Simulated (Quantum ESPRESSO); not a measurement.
# SiC (Moissanite 3C): optical modes of a strained layer

Aim: strain and stress coefficients of the optical modes of SiC (Moissanite 3C) under biaxial strain in the (001) plane.

Program: Quantum ESPRESSO 7.5. Level of theory: DFT LDA, scalar-relativistic, plane waves, GBRV ultrasoft pseudopotentials. Results are calculated unless marked as measured.

## 1. Set-up

Symmetry: F-43m, No. 216, cubic system. The conventional cell has a = 4.328 Å, b = 4.328 Å, c = 4.328 Å, α = 90.00°, β = 90.00°, γ = 90.00°. Nearest to Si lie 4 C at 1.87 Å. Nearest to C lie 4 Si at 1.87 Å. Farther neighbours are not listed.

This is the cell after its relaxation at this level of theory, not the database cell from which that began.

## 2. Strained cells

The in-plane lattice vectors are held at a strain ε, as on a substrate; the length along z is set so that σ_zz vanishes; symmetry keeps the atoms on their sites. Modes are taken without the LO-TO term. Cutoff 55 Ry, k mesh 12×12×12.

From the response at ε = -0.03:

The program printed:

```text
[banners, grids, parts of the stress and lines that vanish by symmetry left out]
Program PHONON v.7.5
     Reading xml data from directory:

[...]
Exchange-correlation= PZ
                           (   1   1   0   0   0   0   0)
[...]
kinetic-energy cut-off    =      55.0000  Ry
     charge density cut-off    =     440.0000  Ry
     convergence threshold     =      1.0E-18
[...]
Exchange-correlation= PZ
                           (   1   1   0   0   0   0   0)
[...]
q = (   0.0000000   0.0000000   0.0000000 )
      9 Sym.Ops. (with q -> -q+G )
     G cutoff =  369.5459  (  20523 G-vectors)     FFT grid: ( 40, 40, 40)
     G cutoff =  184.7729  (   7263 G-vectors)  smooth grid: ( 27, 27, 27)
     number of k points=   163
[...]
Mode symmetry, D_2d (-42m) point group:
[...]
Dielectric constant
[...]
End of electric fields calculation
          Dielectric constant in cartesian axis
          (       6.798555573      -0.000000000       0.000000000 )
          (      -0.000000000       6.798555573      -0.000000000 )
          (       0.000000000      -0.000000000       6.996798940 )
          Effective charges (d Force / dE) in cartesian axis without acoustic sum rule applied (asr)
           atom    1  Si    Mean Z*:        2.76831
      Ex  (        2.73586       -0.00000       -0.00000 )
      Ey  (        0.00000        2.73586        0.00000 )
      Ez  (       -0.00000       -0.00000        2.83321 )
           atom    2  C     Mean Z*:       -2.76988
      Ex  (       -2.73761        0.00000        0.00000 )
      Ey  (        0.00000       -2.73761        0.00000 )
      Ez  (       -0.00000        0.00000       -2.83441 )
          Effective charges Sum: Mean:       -0.00157
[...]
Effective charges (d Force / dE) in cartesian axis with asr applied:
           atom    1  Si    Mean Z*:        2.76909
[...]
atom    2  C     Mean Z*:       -2.76909
[...]
Representation #   1 mode #   1
[...]
End of self-consistent calculation
     Convergence has been achieved
     Representation #   2 mode #   2
[...]
End of self-consistent calculation
     Convergence has been achieved
     Representation #   3 modes #   3   4
[...]
End of self-consistent calculation
     Convergence has been achieved
     Representation #   4 modes #   5   6
[...]
End of self-consistent calculation
     Convergence has been achieved
[...]
Dielectric constant in cartesian axis
          (       6.798555573      -0.000000000       0.000000000 )
          (      -0.000000000       6.798555573      -0.000000000 )
          (       0.000000000      -0.000000000       6.996798940 )
          Effective charges (d Force / dE) in cartesian axis without acoustic sum rule applied (asr)
           atom    1  Si    Mean Z*:        2.76831
      Ex  (        2.73586       -0.00000       -0.00000 )
      Ey  (        0.00000        2.73586        0.00000 )
      Ez  (       -0.00000       -0.00000        2.83321 )
           atom    2  C     Mean Z*:       -2.76988
      Ex  (       -2.73761        0.00000        0.00000 )
      Ey  (        0.00000       -2.73761        0.00000 )
      Ez  (       -0.00000        0.00000       -2.83441 )
          Effective charges Sum: Mean:       -0.00157
[...]
Effective charges (d Force / dE) in cartesian axis with asr applied:
           atom    1  Si    Mean Z*:        2.76909
[...]
atom    2  C     Mean Z*:       -2.76909
[...]
q = (    0.000000000   0.000000000   0.000000000 )
[...]
freq (    1) =      -0.199312 [THz] =      -6.648340 [cm-1]
     freq (    2) =      -0.199312 [THz] =      -6.648340 [cm-1]
     freq (    3) =      -0.186687 [THz] =      -6.227198 [cm-1]
     freq (    4) =      24.813172 [THz] =     827.678313 [cm-1]
     freq (    5) =      24.813172 [THz] =     827.678313 [cm-1]
     freq (    6) =      25.259295 [THz] =     842.559377 [cm-1]
[...]
Mode symmetry, D_2d (-42m) point group:
     freq (   1-   2) =         -6.6  [cm-1]   --> E    X_5  W_3   I+R
     freq (   3-   3) =         -6.2  [cm-1]   --> B_2  X_3  W_2   I+R
     freq (   4-   5) =        827.7  [cm-1]   --> E    X_5  W_3   I+R
     freq (   6-   6) =        842.6  [cm-1]   --> B_2  X_3  W_2   I+R

   JOB DONE.
```

The run at ε = -0.02 is held back.

```csv
ε,ε_zz,"σ_xx (GPa, tension positive)",singlet (cm⁻¹),doublet (cm⁻¹)
-0.03,0.0206,-14.88,842.56,827.68
-0.02,0.0139,-9.60,held back,held back
-0.01,0.0072,-4.66,812.57,808.49
0,0.0000,-0.09,798.38,798.38
0.01,-0.0069,4.25,784.32,787.44
0.02,-0.0143,8.27,770.84,776.24
0.03,-0.0218,12.03,757.75,764.59
```

## 3. The fit

Parabolas ω = ω₀ + a ε + b ε² through the other rows:

```csv
mode,ω₀ (cm⁻¹),a (cm⁻¹),b (cm⁻¹)
singlet,798.3,-1413,2067
doublet,798.3,-1052,-2376
```

The biaxial modulus, the linear term of σ_xx, is 448 GPa, so the singlet mode moves by a/M = -3.2 cm⁻¹ a GPa of tensile stress. The ratio −ε_zz/ε near zero is 0.71. For ε = -0.02 the fits predict 827.38 and 818.35 cm⁻¹.

## 4. The run that was held back

The program printed:

```text
[banners, grids, parts of the stress and lines that vanish by symmetry left out]
[banner, memory and clock lines left out]
Program PHONON v.7.5

[...]
Exchange-correlation= PZ
                           (   1   1   0   0   0   0   0)
[...]
kinetic-energy cut-off    =      55.0000  Ry
     charge density cut-off    =     440.0000  Ry
     convergence threshold     =      1.0E-18
[...]
Exchange-correlation= PZ
                           (   1   1   0   0   0   0   0)
[...]
q = (   0.0000000   0.0000000   0.0000000 )
      9 Sym.Ops. (with q -> -q+G )
     G cutoff =  370.6702  (  20811 G-vectors)     FFT grid: ( 40, 40, 40)
     G cutoff =  185.3351  (   7367 G-vectors)  smooth grid: ( 27, 27, 27)
     number of k points=   163
[...]
Mode symmetry, D_2d (-42m) point group:
[...]
Dielectric constant
[...]
End of electric fields calculation
          Dielectric constant in cartesian axis
          (       6.832585284       0.000000000       0.000000000 )
          (       0.000000000       6.832585284      -0.000000000 )
          (       0.000000000      -0.000000000       6.965198147 )
          Effective charges (d Force / dE) in cartesian axis without acoustic sum rule applied (asr)
           atom    1  Si    Mean Z*:        2.75331
      Ex  (        2.73109       -0.00000        0.00000 )
      Ey  (       -0.00000        2.73109        0.00000 )
      Ez  (        0.00000        0.00000        2.79774 )
           atom    2  C     Mean Z*:       -2.75489
      Ex  (       -2.73278        0.00000       -0.00000 )
      Ey  (        0.00000       -2.73278       -0.00000 )
[...]
Convergence has been achieved
     Representation #   4 modes #   5   6
[...]
End of self-consistent calculation
     Convergence has been achieved
[...]
Dielectric constant in cartesian axis
          (       6.832585284       0.000000000       0.000000000 )
          (       0.000000000       6.832585284      -0.000000000 )
          (       0.000000000      -0.000000000       6.965198147 )
          Effective charges (d Force / dE) in cartesian axis without acoustic sum rule applied (asr)
           atom    1  Si    Mean Z*:        2.75331
      Ex  (        2.73109       -0.00000        0.00000 )
      Ey  (       -0.00000        2.73109        0.00000 )
      Ez  (        0.00000        0.00000        2.79774 )
           atom    2  C     Mean Z*:       -2.75489
      Ex  (       -2.73278        0.00000       -0.00000 )
      Ey  (        0.00000       -2.73278       -0.00000 )
      Ez  (       -0.00000       -0.00000       -2.79911 )
          Effective charges Sum: Mean:       -0.00158
[...]
Effective charges (d Force / dE) in cartesian axis with asr applied:
           atom    1  Si    Mean Z*:        2.75410
[...]
atom    2  C     Mean Z*:       -2.75410
[...]
q = (    0.000000000   0.000000000   0.000000000 )
[...]
freq (    1) =      -0.204841 [THz] =      -6.832776 [cm-1]
     freq (    2) =      -0.185158 [THz] =      -6.176201 [cm-1]
     freq (    3) =      -0.185158 [THz] =      -6.176201 [cm-1]
     freq (    4) =      24.532634 [THz] =     818.320577 [cm-1]
     freq (    5) =      24.532634 [THz] =     818.320577 [cm-1]
     freq (    6) =      24.803270 [THz] =     827.348029 [cm-1]
[...]
Mode symmetry, D_2d (-42m) point group:
     freq (   1-   1) =         -6.8  [cm-1]   --> B_2  X_3  W_2   I+R
     freq (   2-   3) =         -6.2  [cm-1]   --> E    X_5  W_3   I+R
     freq (   4-   5) =        818.3  [cm-1]   --> E    X_5  W_3   I+R
     freq (   6-   6) =        827.3  [cm-1]   --> B_2  X_3  W_2   I+R
```

It gives 827.35 and 818.32 cm⁻¹.

## 5. What came out

| Property | Result |
| --- | --- |
| strain coefficient of the singlet mode | -1413 cm⁻¹ |
| strain coefficient of the doublet mode | -1052 cm⁻¹ |
| biaxial modulus | 448 GPa |

**Reading.** One per cent of tensile strain moves the singlet mode of SiC (Moissanite 3C) by -14.1 cm⁻¹ and the doublet mode by -10.5 cm⁻¹; the fits miss the run held back by up to 0.03 cm⁻¹. At 3 % strain the quadratic term is 4 % of the linear one for the singlet mode and 7 % for the doublet mode. In a polar crystal the line seen along z is the LO mode, whose shift differs. These are harmonic values at zero temperature, without the LO-TO term, for a homogeneous, dislocation-free layer.

[Host names and launcher messages were left out of these logs when they were recorded.]

[Logs are printed without paths, hosts, clocks, repeated set-up lines and the standing remarks that a program may print on its own settings, such as how far it seeks lower states.]

[Hosts, paths, dates, database ids (printed as entryN), source tags and the programs' standing remarks are cut or masked in the printed files.]
